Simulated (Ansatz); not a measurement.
**N in place of C at several sites of Al(110)/C(111) interface (236 atoms)**

At which site of Al(110)/C(111) interface (236 atoms) does N in place of C cost least, and what about the site decides it?

Main program and level: Ansatz 0.2.0; Kohn-Sham DFT, r2SCAN, PAW (set soft_2), plane waves.

### Step 1. Starting point

The cell holds 236 atoms: 56 Al and 180 C. Its edges and angles: a = 14.030 Å, b = 12.483 Å, c = 12.730 Å, α = 90.0°, β = 90.0°, γ = 112.0°. It derives from Al and C. Fcc Al(110), 4 repeat layers, 14 surface cells, strained -0.00 and -0.00 %; diamond-structure C(111), 3 layers, 30 cells, -0.10 and -1.02 %; outer planes 1.89 Å apart and 1.89 Å at the second interface of the periodic stack; not relaxed, displaced by a Gaussian of 0.02 Å. Regions: Al, 56 atoms (56 Al); C, 180 atoms (180 C).

Limits known from the start: The Brillouin zone is sampled at Γ only, in a cell whose shortest periodic width is 12 Å.

### Step 2. Single point at the start

A single point comes first, to see the forces before anything moves.

Contents of input.yaml:

```yaml
crystal:
  lattice:
    - [14.0296, 0.0, 0.0]
    - [-4.67652, 11.5738, 0.0]
    - [0.0, 0.0, 12.73019]
  atoms:
    - { symbol: Al, position: [0.00145, 0.00305, 0.99889] }
    - { symbol: Al, position: [0.85768, 0.07164, 0.11188] }
    - { symbol: Al, position: [0.99895, 1.0e-05, 0.22871] }
    - { symbol: Al, position: [0.07115, 0.21206, 0.33509] }
    - { symbol: Al, position: [0.49971, 0.99965, 0.00407] }
    - { symbol: Al, position: [0.35591, 0.07243, 0.10989] }
    - { symbol: Al, position: [0.49969, 0.0, 0.22575] }
    - { symbol: Al, position: [0.57028, 0.21368, 0.34079] }
    - { symbol: Al, position: [0.21424, 0.14208, 0.99996] }
    - { symbol: Al, position: [0.07098, 0.21463, 0.11164] }
    - { symbol: Al, position: [0.21227, 0.14114, 0.22604] }
    - { symbol: Al, position: [0.28476, 0.35784, 0.33691] }
    - { symbol: Al, position: [0.71265, 0.14134, 0.00303] }
    - { symbol: Al, position: [0.57027, 0.21057, 0.11219] }
    - { symbol: Al, position: [0.71208, 0.14017, 0.22699] }
    - { symbol: Al, position: [0.78485, 0.35646, 0.33784] }
    - { symbol: Al, position: [0.42763, 0.28531, 0.99995] }
    - { symbol: Al, position: [0.28468, 0.35907, 0.10833] }
    - { symbol: Al, position: [0.42726, 0.28673, 0.22392] }
    - { symbol: Al, position: [0.49874, 0.49984, 0.33737] }
    - { symbol: Al, position: [0.14199, 0.42649, 0.99829] }
    - { symbol: Al, position: [0.99847, 0.50204, 0.11265] }
    - { symbol: Al, position: [0.14405, 0.42946, 0.22505] }
    - { symbol: Al, position: [0.21586, 0.6443, 0.3376] }
    - { symbol: Al, position: [0.92791, 0.28571, 0.00141] }
    - { symbol: Al, position: [0.7856, 0.35551, 0.11506] }
    - { symbol: Al, position: [0.92716, 0.28331, 0.22537] }
    - { symbol: Al, position: [0.99808, 0.50137, 0.33771] }
    - { symbol: Al, position: [0.6431, 0.4265, 0.99921] }
    - { symbol: Al, position: [0.5007, 0.49986, 0.11077] }
    - { symbol: Al, position: [0.64306, 0.42906, 0.22464] }
    - { symbol: Al, position: [0.71463, 0.64263, 0.33686] }
    [... 198 atom lines left out ...]
    - { symbol: C, position: [0.29665, 0.82239, 0.5255] }
    - { symbol: C, position: [0.35518, 0.94547, 0.48649] }
    - { symbol: C, position: [0.2431, 0.90355, 0.68817] }
    - { symbol: C, position: [0.29875, 0.82306, 0.6489] }
    - { symbol: C, position: [0.35437, 0.94395, 0.85038] }
    - { symbol: C, position: [0.24206, 0.89997, 0.80979] }
kpoints:
  mp_grid: { grid: [1, 1, 1] }
hamiltonian:
  xc: r2scan
scf:
  occupations: { method: fermi_dirac, width: 0.025 }
output:
  forces: true
```

Started as:

```
> ansatz run input.yaml --threads 8 --pin off --max-ram 15872MiB --backend cpu --events-out ev --progress --plain --runs-dir out
```

Numbers of over 12 decimals in the logs are rounded to 6 here.

Output:

```text
Engine: ansatz 0.2.0, aarch64-unknown-linux-gnu
Pseudopotentials: kind: paw
Pseudopotential: Al, paw, valence charge 3, recommended cutoff 500 eV (meta_gga), Al.paw.azcp
Pseudopotential: C, paw, valence charge 4, recommended cutoff 500 eV (meta_gga), C.paw.azcp
Functional definition: r2SCAN
  parameter k0 = 0.174
  parameter k1 = 0.065
  parameter a1 = 4.9479
  exchange = r2scan_x(k0 = k0, k1 = k1, a1 = a1)
  correlation = r2scan_c
Crystal: 236 atoms, lattice volume = 2067.075 Å³
Basis set: ecut = 500 eV, 52497 PW (Γ), exchange–correlation on 432×384×384 points (64 copies of the dense FFT grid, shifted against one another)
Bands: 680, of which v1, the nominal top of the filled ones, is band 444 counted from 1 (443 counted from 0)
Symmetry: 1 space group operations
Space group: P1 (ITA 1), of the structure as read, at distance tolerance 1.3e-4 Å
k-points: 1
Non-local potential: Al, projectors of the file, l = 0: 2, l = 1: 2, l = 2: 1
Non-local potential: C, projectors of the file, l = 0: 2, l = 1: 2, l = 2: 1
PAW form: soft (Blöchl's): semilocal exchange-correlation on the pseudo side does not see the compensation charge
PAW frozen core: Al, regenerated for the run's functional (the file was generated under x = pbe(κ = 0.804, μ = 0.219515), c = pbe(β = 0.066725))
PAW frozen core: C, regenerated for the run's functional (the file was generated under x = pbe(κ = 0.804, μ = 0.219515), c = pbe(β = 0.066725))
PAW one-centre angular grid: Al, 302 points (default); XC on 160 Gauss nodes
PAW one-centre angular grid: C, 302 points (default); XC on 239 of its mesh's 2573 points in the sphere
Initial density: superposition of atomic densities (neutral atoms: chi_scale 0, normalization atom), corrected by the library's trained network
Initial wavefunctions: pseudopotential atomic-orbital guess
Functional: x = r2scan, c = r2scan; τ floored in thin density (d = 2e-4 eV/Å³)
SCF iter   1: F=—  HF=-75461.623977 eV  |F-HF|=—  |Δ(HF+E_count)|=         —  Δρ=1.10e-2  dr2=3.05e1  dr2_τ=3.49e1  ethr=1.77e-3  ⟨swp⟩=6.0  Hψ=2849  notcnv=0  defer=191
preconditioner: auto → Kerker (q_TF=auto, 2.370 Å⁻¹)  [metal: Δε(μ)=0.023 eV  Ē_g=14.233 eV  σ=0.025 eV  W_gap=0.22  n_scr=464 (ndim 8)  ℏωp=24.3 eV  f_vac=0.000  D(μ)=57.40/eV (n_scr^D=392)]
SCF iter   2: F=—  HF=-75465.959834 eV  |F-HF|=—  |Δ(HF+E_count)|=    4.34e0  Δρ=7.31e-3  dr2=1.47e1  dr2_τ=2.53e-2  ethr=1.77e-3  ⟨swp⟩=2.0  Hψ=789  notcnv=0  defer=223
SCF iter   3: F=—  HF=-75465.123377 eV  |F-HF|=—  |Δ(HF+E_count)|=   8.36e-1  Δρ=4.32e-3  dr2=4.26e-1  dr2_τ=8.96e-2  ethr=1.66e-3  ⟨swp⟩=2.0  Hψ=549  notcnv=0  defer=223
SCF iter   4: F=—  HF=-75465.084622 eV  |F-HF|=—  |Δ(HF+E_count)|=   3.88e-2  Δρ=1.76e-3  dr2=8.59e-2  dr2_τ=6.83e-3  ethr=4.80e-5  ⟨swp⟩=3.0  Hψ=1156  notcnv=0  defer=215
SCF iter   5: F=—  HF=-75465.080605 eV  |F-HF|=—  |Δ(HF+E_count)|=   4.02e-3  Δρ=9.49e-4  dr2=6.03e-2  dr2_τ=2.84e-3  ethr=9.68e-6  ⟨swp⟩=2.0  Hψ=828  notcnv=0  defer=49
automatic band count: iteration 5 solves 514 bands in place of 680: the levels show a gap, and the empty bands left out lie too high to hold charge; the band table lists the bands solved (type scf.n_extra_bands for more)
SCF iter   6: F=—  HF=-75465.076766 eV  |F-HF|=—  |Δ(HF+E_count)|=   3.84e-3  Δρ=3.12e-4  dr2=1.53e-2  dr2_τ=3.41e-4  ethr=6.79e-6  ⟨swp⟩=2.0  Hψ=599  notcnv=0  defer=49
SCF iter   7: F=—  HF=-75465.075956 eV  |F-HF|=—  |Δ(HF+E_count)|=   8.10e-4  Δρ=1.67e-4  dr2=2.14e-3  dr2_τ=3.80e-5  ethr=1.72e-6  ⟨swp⟩=2.0  Hψ=601  notcnv=0  defer=49
SCF iter   8: F=—  HF=-75465.075812 eV  |F-HF|=—  |Δ(HF+E_count)|=   1.43e-4  Δρ=8.53e-5  dr2=3.18e-4  dr2_τ=2.15e-5  ethr=2.40e-7  ⟨swp⟩=2.0  Hψ=749  notcnv=0  defer=49
SCF iter   9: F=—  HF=-75465.075714 eV  |F-HF|=—  |Δ(HF+E_count)|=   9.84e-5  Δρ=3.34e-5  dr2=3.61e-5  dr2_τ=2.92e-6  ethr=3.58e-8  ⟨swp⟩=2.0  Hψ=804  notcnv=0  defer=49
SCF iter  10: F=—  HF=-75465.077319 eV  |F-HF|=—  |Δ(HF+E_count)|=   1.61e-3  Δρ=1.20e-5  dr2=6.99e-6  dr2_τ=3.06e-7  ethr=4.07e-9  ⟨swp⟩=2.0  Hψ=852  notcnv=0  defer=49
SCF iter  11: F=—  HF=-75465.077319 eV  |F-HF|=—  |Δ(HF+E_count)|=   1.48e-7  Δρ=7.09e-6  dr2=2.05e-6  dr2_τ=1.48e-7  ethr=7.87e-10  ⟨swp⟩=2.0  Hψ=811  notcnv=0  defer=49
SCF iter  12: F=—  HF=-75465.077319 eV  |F-HF|=—  |Δ(HF+E_count)|=   1.57e-7  Δρ=2.39e-6  dr2=2.94e-7  dr2_τ=1.90e-8  ethr=2.31e-10  ⟨swp⟩=2.0  Hψ=754  notcnv=0  defer=49
SCF iter  13: F=-75465.077319 eV  HF=-75465.077319 eV  |F-HF|=5.68e-8  |Δ(HF+E_count)|=   3.29e-9  Δρ=1.18e-6  dr2=7.61e-8  dr2_τ=4.55e-9  ethr=1.13e-11  ⟨swp⟩=4.0  Hψ=1424  notcnv=0
SCF 1 converged in 13 iterations: F = -75465.077319 eV  dr2 = 7.61e-8
  greatest PAW one-centre occupation: 0.671 electrons in one spin orbital (limit 2), on the C atom at site 202 (counted from 0), in its partial waves of l = 0
SCF converged after 13 iterations
Free energy (F): -75465.077319 eV
Harris-Foulkes:  -75465.077319 eV  (|F-HF|=5.68e-8)
Internal energy: -75464.960278 eV  (E = F + TS)
E sigma→0 (E₀):  -75465.018799 eV
Entropy (-TS):   -0.117040 eV (-0.496 meV/atom)
Fermi energy:    9.493329 eV
--- Per-component energies (eV) ---
  E_band       = 1337.450851
  E_kinetic    = 17698.855007
  E_local      = -108276.564775  (includes V_loc(G=0)·N_el)
  E_nonlocal   = 5281.761781
  E_hartree    = 50432.333308
  E_xc         = -10620.545829
  E_vxc        = -13582.158013  (∫ρ·V_xc dr)
  E_paw        = -44604.263535  (= ΣΔE_a)
  E_vpaw       = -1348.527152  (= ΣTr[D̂ρ^β])
  E_aug_tail   = 0.000708  (compensation charges beyond the density's cutoff)
  E_vtau       = 699.399414  (kinetic-family band-sum trace: ∫τ·v_τ [+ j·A + Jᵃ·Aᵃ] dr)
  E_ewald      = 14631.288378
  E_core_change = -7.825323  (= ΣΔE_core)
  E_smearing   = -0.117040  (= −TS)
  E_closure    = 0.000000  (closes the sum)
  Σ components = -75465.077319   (vs F -75465.077319, Δ=0.00e0)
--- Forces (eV/Å), atoms counted from 1 ---
  atom   1  Al    -0.45570475    -0.28247446     1.47686328
  atom   2  Al    -0.02370630    -0.19815789    -0.30964726
  atom   3  Al     0.07796155     0.12001686     0.23487210
  atom   4  Al     0.53248544    -0.01230470     0.72947739
  atom   5  Al     0.28457178     0.11654922    -1.95071789
  atom   6  Al     0.03860873    -0.00626784     0.28169249
  atom   7  Al     0.11739612     0.01554573    -0.06372486
  atom   8  Al    -0.36171291     0.26259411     1.43958317
  atom   9  Al     0.45904539    -0.44219086    -0.44811255
  atom  10  Al    -0.08526345    -0.00978985    -0.12546540
  atom  11  Al     0.09985860     0.12101515     0.03011742
  atom  12  Al    -0.39511014     0.04750760     1.58563700
  atom  13  Al    -0.12354039     0.31846811    -0.74762561
  atom  14  Al     0.02977601     0.01521000     0.06837180
[...]
atom 235  C     -0.19221031    -1.12163303    -0.40898105
  atom 236  C     -0.15397343     0.75947157     2.12720359
  max |Σ_I F_I| component: 8.47e-5 eV/Å
```

Elapsed: 67 s, on 8 threads of Arm Neoverse V1, shared host; peak memory 7.2 GiB; 8.7 min of CPU time.

The column dr2 measures how far the density is from self-consistency, as an energy; F and HF (Harris–Foulkes) agree once it is small.

The r.m.s. force at the start is 1.0 eV/Å.

### Step 3. Relaxation

With the cell held, the atoms are moved downhill towards a nearby minimum.

Contents of input.yaml:

```yaml
crystal:
  lattice:
    - [14.0296, 0.0, 0.0]
    - [-4.67652, 11.5738, 0.0]
    - [0.0, 0.0, 12.73019]
  atoms:
    [... the 236 atom lines of step 2 ...]
kpoints:
  mp_grid: { grid: [1, 1, 1] }
hamiltonian:
  xc: r2scan
scf:
  occupations: { method: fermi_dirac, width: 0.025 }
output:
  forces: true
relax:
  f_tol: 0.05
  max_steps: 120
```

Output:

```text
[...]
Crystal: 236 atoms, lattice volume = 2067.075 Å³
Basis set: ecut = 500 eV, 52497 PW (Γ), exchange–correlation on 432×384×384 points (64 copies of the dense FFT grid, shifted against one another)
Bands: 680, of which v1, the nominal top of the filled ones, is band 444 counted from 1 (443 counted from 0)
Symmetry: 1 space group operations
[...]
k-points: 1
[...]
SCF iter   1: F=—  HF=-75461.623976 eV  |F-HF|=—  |Δ(HF+E_count)|=         —  Δρ=1.10e-2  dr2=3.05e1  dr2_τ=3.49e1  ethr=1.77e-3  ⟨swp⟩=6.0  Hψ=2849  notcnv=0  defer=191
[...]
SCF iter   9: F=-75465.077298 eV  HF=-75465.077321 eV  |F-HF|=2.39e-5  |Δ(HF+E_count)|=   2.43e-5  Δρ=3.34e-5  dr2=3.58e-5  dr2_τ=2.91e-6  ethr=7.04e-9  ⟨swp⟩=3.0  Hψ=1748  notcnv=0
SCF 1 converged in 9 iterations: F = -75465.077298 eV  dr2 = 3.58e-5
[...]
relax step   1: F+E_penalty+E_count = -75465.07729758 eV  Δ(F+E_penalty+E_count) = +0.000e0 eV  max|allowed force component| = 3.660e0 eV/Å  Δτ_max = 0.0000 Å  (9 SCF iters, dr2 threshold 6.25e-5 eV, accepted)
[... from here on, the SCF cycles and remarks between the steps are left out ...]
relax step   2: F+E_penalty+E_count = -75475.21201964 eV  Δ(F+E_penalty+E_count) = -1.013e1 eV  max|allowed force component| = 1.743e0 eV/Å  Δτ_max = 0.1909 Å  (9 SCF iters, dr2 threshold 1.00e-4 eV, accepted)
relax step   3: F+E_penalty+E_count = -75479.10607540 eV  Δ(F+E_penalty+E_count) = -3.894e0 eV  max|allowed force component| = 7.475e-1 eV/Å  Δτ_max = 0.1990 Å  (9 SCF iters, dr2 threshold 1.00e-4 eV, accepted)
relax step   4: F+E_penalty+E_count = -75480.31766976 eV  Δ(F+E_penalty+E_count) = -1.212e0 eV  max|allowed force component| = 4.416e-1 eV/Å  Δτ_max = 0.2000 Å  (7 SCF iters, dr2 threshold 1.00e-4 eV, accepted)
relax step   5: F+E_penalty+E_count = -75481.15677743 eV  Δ(F+E_penalty+E_count) = -8.391e-1 eV  max|allowed force component| = 3.039e-1 eV/Å  Δτ_max = 0.1949 Å  (8 SCF iters, dr2 threshold 3.59e-5 eV, accepted)
relax step   6: F+E_penalty+E_count = -75481.42578865 eV  Δ(F+E_penalty+E_count) = -2.690e-1 eV  max|allowed force component| = 2.044e-1 eV/Å  Δτ_max = 0.2000 Å  (8 SCF iters, dr2 threshold 3.22e-5 eV, accepted)
relax step   7: F+E_penalty+E_count = -75481.56620936 eV  Δ(F+E_penalty+E_count) = -1.404e-1 eV  max|allowed force component| = 1.939e-1 eV/Å  Δτ_max = 0.1949 Å  (8 SCF iters, dr2 threshold 1.89e-5 eV, accepted)
relax step   8: F+E_penalty+E_count = -75481.69929940 eV  Δ(F+E_penalty+E_count) = -1.331e-1 eV  max|allowed force component| = 3.018e-1 eV/Å  Δτ_max = 0.2000 Å  (7 SCF iters, dr2 threshold 1.70e-5 eV, accepted)
relax step   9: F+E_penalty+E_count = -75481.86381238 eV  Δ(F+E_penalty+E_count) = -1.645e-1 eV  max|allowed force component| = 3.805e-1 eV/Å  Δτ_max = 0.1905 Å  (6 SCF iters, dr2 threshold 8.20e-5 eV, accepted)
relax step  10: F+E_penalty+E_count = -75482.04187889 eV  Δ(F+E_penalty+E_count) = -1.781e-1 eV  max|allowed force component| = 2.966e-1 eV/Å  Δτ_max = 0.1961 Å  (6 SCF iters, dr2 threshold 1.00e-4 eV, accepted)
relax step  11: F+E_penalty+E_count = -75482.21884677 eV  Δ(F+E_penalty+E_count) = -1.770e-1 eV  max|allowed force component| = 2.985e-1 eV/Å  Δτ_max = 0.1953 Å  (7 SCF iters, dr2 threshold 5.35e-5 eV, accepted)
relax step  12: F+E_penalty+E_count = -75482.36633038 eV  Δ(F+E_penalty+E_count) = -1.475e-1 eV  max|allowed force component| = 3.698e-1 eV/Å  Δτ_max = 0.1951 Å  (7 SCF iters, dr2 threshold 5.41e-5 eV, accepted)
relax step  13: F+E_penalty+E_count = -75482.50112814 eV  Δ(F+E_penalty+E_count) = -1.348e-1 eV  max|allowed force component| = 3.407e-1 eV/Å  Δτ_max = 0.1945 Å  (6 SCF iters, dr2 threshold 1.00e-4 eV, accepted)
relax step  14: F+E_penalty+E_count = -75482.68532536 eV  Δ(F+E_penalty+E_count) = -1.842e-1 eV  max|allowed force component| = 3.415e-1 eV/Å  Δτ_max = 0.1965 Å  (6 SCF iters, dr2 threshold 9.85e-5 eV, accepted)
relax step  15: F+E_penalty+E_count = -75482.88938413 eV  Δ(F+E_penalty+E_count) = -2.041e-1 eV  max|allowed force component| = 2.841e-1 eV/Å  Δτ_max = 0.1958 Å  (6 SCF iters, dr2 threshold 9.90e-5 eV, accepted)
relax step  16: F+E_penalty+E_count = -75483.09343972 eV  Δ(F+E_penalty+E_count) = -2.041e-1 eV  max|allowed force component| = 3.439e-1 eV/Å  Δτ_max = 0.1957 Å  (6 SCF iters, dr2 threshold 5.59e-5 eV, accepted)
relax step  17: F+E_penalty+E_count = -75483.33257708 eV  Δ(F+E_penalty+E_count) = -2.391e-1 eV  max|allowed force component| = 4.396e-1 eV/Å  Δτ_max = 0.1955 Å  (6 SCF iters, dr2 threshold 8.19e-5 eV, accepted)
relax step  18: F+E_penalty+E_count = -75483.59801267 eV  Δ(F+E_penalty+E_count) = -2.654e-1 eV  max|allowed force component| = 5.408e-1 eV/Å  Δτ_max = 0.1955 Å  (6 SCF iters, dr2 threshold 1.00e-4 eV, accepted)
relax step  19: F+E_penalty+E_count = -75483.93696537 eV  Δ(F+E_penalty+E_count) = -3.390e-1 eV  max|allowed force component| = 4.151e-1 eV/Å  Δτ_max = 0.1955 Å  (6 SCF iters, dr2 threshold 1.00e-4 eV, accepted)
relax step  20: F+E_penalty+E_count = -75484.30188076 eV  Δ(F+E_penalty+E_count) = -3.649e-1 eV  max|allowed force component| = 2.328e-1 eV/Å  Δτ_max = 0.1954 Å  (6 SCF iters, dr2 threshold 1.00e-4 eV, accepted)
relax step  21: F+E_penalty+E_count = -75484.63256386 eV  Δ(F+E_penalty+E_count) = -3.307e-1 eV  max|allowed force component| = 2.857e-1 eV/Å  Δτ_max = 0.1969 Å  (8 SCF iters, dr2 threshold 1.70e-5 eV, accepted)
relax step  22: F+E_penalty+E_count = -75484.95548720 eV  Δ(F+E_penalty+E_count) = -3.229e-1 eV  max|allowed force component| = 2.732e-1 eV/Å  Δτ_max = 0.1957 Å  (6 SCF iters, dr2 threshold 2.57e-5 eV, accepted)
relax step  23: F+E_penalty+E_count = -75485.23997018 eV  Δ(F+E_penalty+E_count) = -2.845e-1 eV  max|allowed force component| = 2.682e-1 eV/Å  Δτ_max = 0.1951 Å  (6 SCF iters, dr2 threshold 6.82e-5 eV, accepted)
relax step  24: F+E_penalty+E_count = -75485.49709641 eV  Δ(F+E_penalty+E_count) = -2.571e-1 eV  max|allowed force component| = 3.177e-1 eV/Å  Δτ_max = 0.1910 Å  (6 SCF iters, dr2 threshold 6.58e-5 eV, accepted)
[...]
relax step  33: F+E_penalty+E_count = -75487.79922693 eV  Δ(F+E_penalty+E_count) = -2.201e-1 eV  max|allowed force component| = 2.969e-1 eV/Å  Δτ_max = 0.1949 Å  (6 SCF iters, dr2 threshold 9.21e-5 eV, accepted)
relax step  34: F+E_penalty+E_count = -75487.99385223 eV  Δ(F+E_penalty+E_count) = -1.946e-1 eV  max|allowed force component| = 3.590e-1 eV/Å  Δτ_max = 0.1946 Å  (6 SCF iters, dr2 threshold 8.44e-5 eV, accepted)
relax step  35: F+E_penalty+E_count = -75488.20033973 eV  Δ(F+E_penalty+E_count) = -2.065e-1 eV  max|allowed force component| = 1.801e-1 eV/Å  Δτ_max = 0.2000 Å  (6 SCF iters, dr2 threshold 1.00e-4 eV, accepted)
relax step  36: F+E_penalty+E_count = -75488.31131581 eV  Δ(F+E_penalty+E_count) = -1.110e-1 eV  max|allowed force component| = 1.941e-1 eV/Å  Δτ_max = 0.1944 Å  (7 SCF iters, dr2 threshold 8.17e-6 eV, accepted)
relax step  37: F+E_penalty+E_count = -75488.41155127 eV  Δ(F+E_penalty+E_count) = -1.002e-1 eV  max|allowed force component| = 1.371e-1 eV/Å  Δτ_max = 0.2000 Å  (7 SCF iters, dr2 threshold 9.48e-6 eV, accepted)
relax step  38: F+E_penalty+E_count = -75488.48827602 eV  Δ(F+E_penalty+E_count) = -7.672e-2 eV  max|allowed force component| = 1.915e-1 eV/Å  Δτ_max = 0.1950 Å  (7 SCF iters, dr2 threshold 9.40e-6 eV, accepted)
relax step  39: F+E_penalty+E_count = -75488.55616626 eV  Δ(F+E_penalty+E_count) = -6.789e-2 eV  max|allowed force component| = 1.430e-1 eV/Å  Δτ_max = 0.2000 Å  (6 SCF iters, dr2 threshold 1.83e-5 eV, accepted)
relax step  40: F+E_penalty+E_count = -75488.57271881 eV  Δ(F+E_penalty+E_count) = -1.655e-2 eV  max|allowed force component| = 2.560e-1 eV/Å  Δτ_max = 0.1477 Å  (7 SCF iters, dr2 threshold 1.14e-5 eV, accepted)
relax step  41: F+E_penalty+E_count = -75488.55792611 eV  Δ(F+E_penalty+E_count) = +1.479e-2 eV  max|allowed force component| = 1.734e-1 eV/Å  Δτ_max = 0.2000 Å  (7 SCF iters, dr2 threshold 3.66e-5 eV, rejected (line search))
relax step  42: F+E_penalty+E_count = -75488.60655397 eV  Δ(F+E_penalty+E_count) = -3.384e-2 eV  max|allowed force component| = 5.479e-2 eV/Å  Δτ_max = 0.0976 Å  (9 SCF iters, accepted)
relax step  43: F+E_penalty+E_count = -75488.61355849 eV  Δ(F+E_penalty+E_count) = -7.005e-3 eV  max|allowed force component| = 6.691e-2 eV/Å  Δτ_max = 0.1000 Å  (9 SCF iters, accepted)
relax step  44: F+E_penalty+E_count = -75488.62216059 eV  Δ(F+E_penalty+E_count) = -8.602e-3 eV  max|allowed force component| = 4.169e-2 eV/Å  Δτ_max = 0.0265 Å  (8 SCF iters, accepted)
[...]
SCF iter   2: F=-75488.622161 eV  HF=-75488.622161 eV  |F-HF|=5.79e-9  |Δ(HF+E_count)|=   7.10e-9  Δρ=4.55e-7  dr2=5.77e-9  dr2_τ=4.08e-11  ethr=1.66e-12  ⟨swp⟩=2.0  Hψ=1112  notcnv=0
SCF 45 converged in 2 iterations: F = -75488.622161 eV  dr2 = 5.77e-9
SCF converged after 2 iterations
Free energy (F): -75488.622161 eV
[...]
Internal energy: -75488.622034 eV  (E = F + TS)
E sigma→0 (E₀):  -75488.622097 eV
Entropy (-TS):   -0.000127 eV (-0.001 meV/atom)
Fermi energy:    9.889618 eV
[...]
Σ components = -75488.622161   (vs F -75488.622161, Δ=0.00e0)
--- Forces (eV/Å), atoms counted from 1 ---
  atom   1  Al     0.00332370     0.00002989    -0.02375216
  atom   2  Al    -0.00276053     0.00708292    -0.02262246
  atom   3  Al    -0.00436752     0.01094210    -0.00870802
  atom   4  Al    -0.01292014    -0.00043166    -0.04168690
[...]
atom 236  C     -0.01078791    -0.00524909    -0.00360072
  max |Σ_I F_I| component: 2.02e-4 eV/Å
--- Relaxed structure (44 steps of the walk, 43 accepted, 0 SCFs on fresh bases) ---
  F+E_penalty+E_count = -75488.62216059 eV   max|allowed force component| = 4.169e-2 eV/Å
  atoms:
    - { symbol: Al, position: [0.034847, -0.013272, 1.015434] }
    - { symbol: Al, position: [0.850356, 0.041922, 0.021593] }
    - { symbol: Al, position: [1.059926, 0.042611, 0.322120] }
    - { symbol: Al, position: [0.073635, 0.335137, 0.363502] }
[...]
- { symbol: C, position: [0.238739, 0.903371, 0.818209] }
```

Run time: 31 min. Hardware: 8 threads; peak memory 7.1 GiB.

The relaxation converged after 44 steps, 23.5 eV below its start, with a largest force component of 0.042 eV/Å.

(Part 1 of 2 ends here.)

[Logs are printed without paths, hosts, clocks, repeated set-up lines and the standing remarks that a program may print on its own settings, such as how far it seeks lower states.]

[Hosts, paths, dates, database ids (printed as entryN), source tags and the programs' standing remarks are cut or masked in the printed files.]
